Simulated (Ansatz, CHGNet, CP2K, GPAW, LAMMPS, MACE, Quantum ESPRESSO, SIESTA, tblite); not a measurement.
## Amorphous carbon (100 atoms) in CP2K

Wanted: CP2K inputs and outputs for amorphous carbon (100 atoms), checked against a plane-wave reference.

Calculated with CP2K 2026.2; the method is named at each step.

### Step 1. The structure

The cell holds 100 atoms: 100 C. Its edges and angles: a = 10.470 Å, b = 10.470 Å, c = 10.470 Å, α = 90.0°, β = 90.0°, γ = 90.0°. 100 atoms (100 C) placed at random at 1.74 g/cm³, melted at 5500 K for 10 ps at fixed volume with the LCBOP (Los and Fasolino, Phys. Rev. B 68, 024107 (2003)). Quenched from 5500 K to 300 K at 100 K/ps and fixed volume, held 5 ps.

The yardstick, on the same geometry:

| Property | Result |
| --- | --- |
| method | Kohn-Sham DFT, PBE, PAW, plane waves (Ansatz 0.2.0); cutoff 420 eV, Γ point, fermi-dirac smearing of 0.05 eV; PAW set soft_2 |
| r.m.s. force component | 1.425 eV/Å |
| longest force | 5.513 eV/Å |
| pressure | -13.66 GPa |
| SCF cycles | 10 |
| time | 6.3 s on 8 threads of Arm Neoverse V2, shared host |
| CPU time | 45 s |

### Step 2. PBE, DZVP-MOLOPT-SR, 450/50 Ry, diagonalisation

Method: Kohn-Sham DFT, PBE, GTH-PBE pseudopotentials, Gaussian and plane waves, DZVP-MOLOPT-SR-GTH, diagonalisation.

Contents of input.inp:

```
&GLOBAL
  PROJECT cell
  RUN_TYPE ENERGY_FORCE
  PRINT_LEVEL LOW
&END GLOBAL
&FORCE_EVAL
  METHOD QS
  STRESS_TENSOR ANALYTICAL
  &DFT
    BASIS_SET_FILE_NAME BASIS_MOLOPT
    POTENTIAL_FILE_NAME GTH_POTENTIALS
    &MGRID
      CUTOFF 450
      REL_CUTOFF 50
    &END MGRID
    &QS
      EPS_DEFAULT 1.0E-12
    &END QS
    &SCF
      SCF_GUESS ATOMIC
      EPS_SCF 1.0E-06
      MAX_SCF 200
      ADDED_MOS 45
      &DIAGONALIZATION
        ALGORITHM STANDARD
      &END DIAGONALIZATION
      &SMEAR ON
        METHOD FERMI_DIRAC
        ELECTRONIC_TEMPERATURE [K] 580
      &END SMEAR
      &MIXING
        METHOD BROYDEN_MIXING
        ALPHA 0.15
        NBROYDEN 8
      &END MIXING
      &PRINT
        &RESTART OFF
        &END RESTART
      &END PRINT
    &END SCF
    &XC
      &XC_FUNCTIONAL PBE
      &END XC_FUNCTIONAL
    &END XC
    &PRINT
      &MULLIKEN ON
      &END MULLIKEN
      &LOWDIN ON
      &END LOWDIN
      &HIRSHFELD ON
      &END HIRSHFELD
      &MO ON
        EIGENVALUES T
        OCCUPATION_NUMBERS T
        MO_INDEX_RANGE 189 212
        &EACH
          QS_SCF 0
        &END EACH
        ADD_LAST NUMERIC
      &END MO
    &END PRINT
  &END DFT
  &SUBSYS
    &CELL
      A 10.46950 0.00000 0.00000
      B 0.00000 10.46950 0.00000
      C 0.00000 0.00000 10.46950
    &END CELL
    &TOPOLOGY
      COORD_FILE_NAME structure.xyz
      COORD_FILE_FORMAT XYZ
    &END TOPOLOGY
    &KIND C
      BASIS_SET DZVP-MOLOPT-SR-GTH-q4
      POTENTIAL GTH-PBE-q4
    &END KIND
  &END SUBSYS
  &PRINT
    &FORCES ON
    &END FORCES
    &STRESS_TENSOR ON
    &END STRESS_TENSOR
  &END PRINT
&END FORCE_EVAL
```

Contents of structure.xyz:

```xyz
100

C 4.90674 0.92205 6.92830
C 3.08411 5.91370 3.88335
C 2.81630 8.30263 2.17284
C 2.72050 9.82060 6.39896
C 4.20507 10.06307 6.44408
C 8.05544 2.12929 8.25216
C 7.14931 2.34538 9.37094
C 2.00229 1.31434 7.42005
C 6.35572 3.27287 6.56396
C 4.19461 3.80441 4.59653
C 4.05138 9.07025 0.18918
C 4.91658 8.74297 6.25417
C 10.00664 4.35604 2.55665
C 9.50735 8.50050 2.44798
C 6.12026 5.90480 6.76612
C 5.49188 8.27959 5.03394
C 7.18710 6.83428 6.42566
C 4.98934 6.38524 7.48255
C 8.52291 7.35273 6.97635
C 6.60322 3.93056 0.78322
C 3.94041 4.14016 0.19400
C 10.18588 10.05930 9.58294
C 1.35936 4.64239 0.79966
C 10.41003 1.03166 9.28875
C 9.07915 8.31509 5.95662
C 5.20502 3.40479 0.67403
C 9.88603 4.69756 5.06881
C 5.40142 6.10812 0.08302
C 3.88188 10.46322 10.36271
C 9.74543 8.68644 9.98288
C 4.39300 5.35525 9.90132
C 4.44284 7.67959 7.04472
C 9.47134 4.92370 0.27817
C 3.64265 0.60105 9.05999
C 3.98815 8.68110 2.95826
C 4.91941 9.71057 2.65308
C 0.34968 8.29383 2.79054
C 2.59214 1.68758 2.98224
C 1.69156 7.73089 2.91869
C 8.62771 4.56051 9.69151
C 9.96382 3.87612 3.85487
C 2.08961 2.33637 0.33900
C 4.11577 1.06737 0.82343
C 1.03041 6.93793 5.07687
C 5.75718 7.20176 0.87389
C 10.36774 9.01455 6.07838
C 6.01546 4.58732 6.03985
C 7.71414 3.19561 7.26667
C 2.40997 1.20619 8.76245
C 3.63449 1.59220 3.95956
C 4.07284 6.01138 8.65105
C 1.50740 2.48577 3.59135
C 10.02517 7.41199 9.20478
C 4.92873 1.12233 8.44407
C 0.75496 6.72749 10.01429
C 0.40925 5.47754 0.13171
[... 40 atom lines left out ...]
C 8.23185 8.45381 3.24837
C 8.81804 5.13246 8.33781
C 4.57559 7.81799 3.99129
C 2.88142 8.18401 0.69256
```

Started as:

```console
> OMP_NUM_THREADS=1 mpirun -np 4 cp2k.psmp -i input.inp > output.txt
```

Numbers of over 12 decimals in the logs are rounded to 6 here.

Output:

```text
CP2K| version string:                                       CP2K version 2026.2
 CP2K| Input file name                                                 input.inp
 GLOBAL| Basis set file name                                        BASIS_MOLOPT
 GLOBAL| Potential file name                                      GTH_POTENTIALS
 GLOBAL| Run type                                                   ENERGY_FORCE
 GLOBAL| Total number of message passing processes                             4
 GLOBAL| Number of threads for this process                                    1
 TOTAL NUMBERS AND MAXIMUM NUMBERS
  Total number of            - Atomic kinds:                                   1
                             - Atoms:                                        100
                             - Shell sets:                                   100
                             - Shells:                                       500
                             - Primitive Cartesian functions:                500
                             - Cartesian basis functions:                   1400
                             - Spherical basis functions:                   1300
  Maximum angular momentum of- Orbital basis functions:                        2
                             - Local part of the GTH pseudopotential:          2
                             - Non-local part of the GTH pseudopotential:      0
 SCF PARAMETERS         Density guess:                                    ATOMIC
                        max_scf:                                             200
                        eps_scf:                                        1.00E-06
                        added MOs                                        45    0
                        Mixing method:                            BROYDEN_MIXING
                                                charge density mixing in g-space
                        Smear method:                                FERMI_DIRAC
                        Electronic temperature [K]:                        580.0
                        Electronic temperature [a.u.]:                  1.84E-03
                        Accuracy threshold:                             1.00E-10
 Extrapolation method: initial_guess
 Number of electrons:                                                        400
 Number of occupied orbitals:                                                200
 Number of molecular orbitals:                                               245
 Number of orbital functions:                                               1300
 Number of independent orbital functions:                                   1300
 SCF WAVEFUNCTION OPTIMIZATION
  Step     Update method      Time    Convergence         Total energy    Change
     1 NoMix/Diag. 0.15E+00    2.2     0.93293817      -562.0557023580 -5.62E+02
     2 Broy./Diag. 0.15E+00    2.8     0.18499031      -553.0755203027  8.98E+00
     3 Broy./Diag. 0.15E+00    2.8     0.09126214      -558.4338107671 -5.36E+00
     4 Broy./Diag. 0.15E+00    2.8     0.06129190      -564.2992214777 -5.87E+00
[...]
23 Broy./Diag. 0.15E+00    2.9     0.00000129      -565.7761736680  2.05E-04
    24 Broy./Diag. 0.15E+00    2.9     0.00000083      -565.7761028148  7.09E-05
  *** SCF run converged in    24 steps ***
  Electronic density on regular grids:       -400.0000000000        0.0000000000
  Core density on regular grids:              399.9999999997       -0.0000000003
  Total charge density on r-space grids:       -0.0000000003
  Total charge density g-space grids:          -0.0000000003
  Overlap energy of the core charge distribution:               8.60229e-06
  Self energy of the core charge distribution:              -1333.500793
  Core Hamiltonian energy:                                    405.391996
  Hartree energy:                                             532.824425
  Exchange-correlation energy:                               -170.482800
  Electronic entropic energy:                                  -0.00893917
  Fermi energy:                                                 0.119604
  Total energy:                                              -565.776103
  Total energy (extrapolated to T->0):                       -565.771633
 MO| EIGENVALUES AND OCCUPATION NUMBERS
 MO|
 MO|  Index      Eigenvalue [a.u.]        Eigenvalue [eV]             Occupation
 MO|    189               0.084650               2.303437               2.000000
 MO|    190               0.088369               2.404631               2.000000
 MO|    191               0.091753               2.496727               1.999999
[...]
MO|    211               0.149051               4.055886               0.000000
 MO|    212               0.151778               4.130080               0.000000
 MO| Sum:                                                             400.000000
 MO| E(Fermi):            0.119604 a.u.          3.254598 eV
 !-----------------------------------------------------------------------------!
                     Mulliken Population Analysis
 #  Atom  Element  Kind  Atomic population                           Net charge
       1     C        1          4.025125                             -0.025125
       2     C        1          3.993720                              0.006280
       3     C        1          4.030290                             -0.030290
[...]
# Total charge                            400.000000                  0.000000
 !-----------------------------------------------------------------------------!
 !-----------------------------------------------------------------------------!
                           Hirshfeld Charges
  #Atom  Element  Kind  Ref Charge     Population                    Net charge
      1       C      1       4.000          3.980                         0.020
      2       C      1       4.000          4.017                        -0.017
      3       C      1       4.000          4.021                        -0.021
[...]
99       C      1       4.000          3.986                         0.014
    100       C      1       4.000          3.991                         0.009
  Total Charge                                                            0.000
 !-----------------------------------------------------------------------------!
 LOWDIN POPULATION ANALYSIS
 #  Atom  Element  Kind  Atomic population                           Net charge
[...]
99     C        1          4.028248                             -0.028248
     100     C        1          3.961321                              0.038679
 # Total charge                            400.000000                  0.000000
 ENERGY| Total FORCE_EVAL ( QS ) energy [hartree]           -565.776139
 FORCES| Atomic forces [hartree/bohr]
 FORCES|   Atom     x               y               z               |f|
 FORCES|      1  1.73656277E-03  2.69685470E-02 -1.48530731E-02   3.08371846E-02
 FORCES|      2  4.08275121E-02  1.56449339E-02 -2.16372537E-03   4.37759227E-02
 FORCES|      3 -1.82124628E-03 -1.56478168E-02 -3.67563466E-02   3.99900002E-02
[...]
FORCES|     99 -2.83692557E-03  7.26721641E-02 -2.35923954E-02   7.64584378E-02
 FORCES|    100 -5.29383734E-03 -1.90664149E-02 -7.12980664E-02   7.39930210E-02
 FORCES| Sum    -1.38139470E-04 -8.58196181E-05  1.53697550E-04
 FORCES| Total atomic force                                       2.23764288E-04
 STRESS| Analytical stress tensor [bar]
 STRESS|                        x                   y                   z
 STRESS|      x       -1.59076028876E+05  -2.54500781906E+04  -3.00225527184E+04
 STRESS|      y       -2.54500781906E+04  -1.05335995941E+05  -1.73769215215E+04
 STRESS|      z       -3.00225527184E+04  -1.73769215215E+04  -1.31958267959E+05
 STRESS| 1/3 Trace                                            -1.32123430925E+05
```

Elapsed: 77 s, on 4 MPI ranks of Arm Neoverse V2, shared host; peak memory 2.8 GiB; 5.2 min of CPU time.

Banners, paths, timers and routine set-up lines are dropped from the logs unmarked, and long logs keep their key lines alone; longer cuts are marked.

Against the reference:

* r.m.s. force component: 1.442 eV/Å
* r.m.s. difference of force components: 39.79 meV/Å
* longest difference of force vectors: 187.2 meV/Å
* force difference over r.m.s. force: 2.792 %
* slope of forces against the reference's: 1.011
* correlation of force components: 0.9997
* pressure: -13.21 GPa
* pressure difference: 0.4436 GPa

Local excerpt of 10 atoms (numbers count through the whole input) about C24, which bears the longest force; x, y, z are measured from there.

| atom | x | y | z | distance (Å) | bonds | Mulliken charge (e) | Fx | Fy | Fz (eV/Å) |
| --- | --- | --- | --- | --- | --- | --- | --- | --- | --- |
| C24 | 0.00 | 0.00 | 0.00 | 0.00 | 3 | -0.09 | -0.54 | -5.41 | 1.36 |
| C22 | -0.22 | -1.44 | 0.29 | 1.49 | 2 | 0.17 | -0.67 | 2.08 | 0.04 |
| C78 | -0.92 | 0.49 | -1.13 | 1.54 | 3 | 0.00 | -3.02 | 0.74 | -0.56 |
| C72 | 1.44 | 0.55 | 0.46 | 1.61 | 3 | -0.06 | -0.70 | -0.22 | -0.58 |
| C49 | 2.47 | 0.17 | -0.53 | 2.53 | 3 | -0.01 | -1.28 | 0.06 | -2.25 |
| C80 | -0.40 | 0.24 | -2.57 | 2.61 | 3 | -0.03 | 0.60 | 2.78 | -0.21 |
| C8 | 2.06 | 0.28 | -1.87 | 2.80 | 2 | 0.10 | 0.45 | -0.76 | 0.41 |
| C6 | -2.35 | 1.10 | -1.04 | 2.80 | 3 | -0.01 | 4.22 | -0.62 | -1.96 |
| C42 | 2.15 | 1.30 | 1.52 | 2.94 | 3 | 0.00 | 0.01 | -0.05 | 2.53 |
| C30 | -0.66 | -2.81 | 0.69 | 2.97 | 3 | -0.15 | 0.92 | 3.80 | 1.23 |

Forces lie 2.8 % from the reference's, at 6.9 times its CPU time (on 4 against 8 cores).

### Step 3. PBE, TZVP-MOLOPT, 450/50 Ry, diagonalisation

Method: Kohn-Sham DFT, PBE, GTH-PBE pseudopotentials, Gaussian and plane waves, TZVP-MOLOPT-GTH, diagonalisation.

input.inp, as its differences from that of step 2:

```diff
@@ -49,4 +49,2 @@
       &END LOWDIN
-      &HIRSHFELD ON
-      &END HIRSHFELD
       &MO ON
@@ -68,8 +66,31 @@
     &END CELL
-    &TOPOLOGY
-      COORD_FILE_NAME structure.xyz
-      COORD_FILE_FORMAT XYZ
-    &END TOPOLOGY
+    &COORD
+      C 4.90674 0.92205 6.92830
+      C 3.08411 5.91370 3.88335
+      C 2.81630 8.30263 2.17284
+      C 2.72050 9.82060 6.39896
+      C 4.20507 10.06307 6.44408
+      C 8.05544 2.12929 8.25216
+      C 7.14931 2.34538 9.37094
+      C 2.00229 1.31434 7.42005
+      C 6.35572 3.27287 6.56396
+      C 4.19461 3.80441 4.59653
+      C 4.05138 9.07025 0.18918
+      C 4.91658 8.74297 6.25417
+      C 10.00664 4.35604 2.55665
+      C 9.50735 8.50050 2.44798
+      C 6.12026 5.90480 6.76612
+      C 5.49188 8.27959 5.03394
+      C 7.18710 6.83428 6.42566
+      C 4.98934 6.38524 7.48255
+      C 8.52291 7.35273 6.97635
+      C 6.60322 3.93056 0.78322
+[... 76 atom lines left out ...]
+      C 8.23185 8.45381 3.24837
+      C 8.81804 5.13246 8.33781
+      C 4.57559 7.81799 3.99129
+      C 2.88142 8.18401 0.69256
+    &END COORD
     &KIND C
-      BASIS_SET DZVP-MOLOPT-SR-GTH-q4
+      BASIS_SET TZVP-MOLOPT-GTH-q4
       POTENTIAL GTH-PBE-q4
```

Output:

```text
CP2K| version string:                                       CP2K version 2026.2
 CP2K| Input file name                                                 input.inp
 GLOBAL| Basis set file name                                        BASIS_MOLOPT
 GLOBAL| Potential file name                                      GTH_POTENTIALS
[... lines left out ...]
 Number of electrons:                                                        400
[... lines left out ...]
  Step     Update method      Time    Convergence         Total energy    Change
[... lines left out ...]
  *** SCF run converged in    24 steps ***
[... lines left out ...]
  Fermi energy:                                                 0.118547
  Total energy:                                              -565.830295
  Total energy (extrapolated to T->0):                       -565.825833
[... lines left out ...]
 MO| E(Fermi):            0.118547 a.u.          3.225836 eV
[... lines left out ...]
 ENERGY| Total FORCE_EVAL ( QS ) energy [hartree]           -565.830360
[... lines left out ...]
 FORCES|      1  2.30013409E-03  2.78405119E-02 -1.52829925E-02   3.18426535E-02
 FORCES|      2  4.11279813E-02  1.53536850E-02 -2.28911944E-03   4.39600564E-02
 FORCES|      3 -1.78712161E-03 -1.61691259E-02 -3.66163565E-02   4.00673433E-02
[...]
FORCES|     99 -2.97949192E-03  7.20518479E-02 -2.40087353E-02   7.60050362E-02
 FORCES|    100 -5.39263182E-03 -1.86447775E-02 -7.03044151E-02   7.29343471E-02
 FORCES| Sum    -1.38777475E-04 -7.61223517E-05  1.58006207E-04
 FORCES| Total atomic force                                       2.23650981E-04
 STRESS| Analytical stress tensor [bar]
 STRESS|                        x                   y                   z
 STRESS|      x       -1.58998798971E+05  -2.54092647031E+04  -2.97253900386E+04
 STRESS|      y       -2.54092647031E+04  -1.05464410632E+05  -1.70120993297E+04
 STRESS|      z       -2.97253900386E+04  -1.70120993297E+04  -1.32353487485E+05
 STRESS| 1/3 Trace                                            -1.32272232363E+05
```

The job ended after 17 min (4 MPI ranks; peak memory 3.4 GiB; 68 min of CPU time).

Against the reference:

```
r.m.s. force component                  : 1.428 eV/Å
r.m.s. difference of force components   : 23.59 meV/Å
longest difference of force vectors     : 77.89 meV/Å
force difference over r.m.s. force      : 1.655 %
slope of forces against the reference's : 1.002
correlation of force components         : 0.9999
pressure                                : -13.23 GPa
pressure difference                     : 0.4287 GPa
```

Against the first run (2.8 %), the force difference from the reference is 1.7 %, at 13 times the CPU time, with 1700 basis functions against 1300: the larger basis brings the forces nearer.

(Continued in part 2 of 3.)

[Also dropped from logs without a mark: logging warnings of Python, and SIESTA's first energy breakdown and zero terms.]

[Logs are printed without paths, hosts, clocks, repeated set-up lines and the standing remarks that a program may print on its own settings, such as how far it seeks lower states.]

[Hosts, paths, dates, database ids (printed as entryN), source tags and the programs' standing remarks are cut or masked in the printed files.]
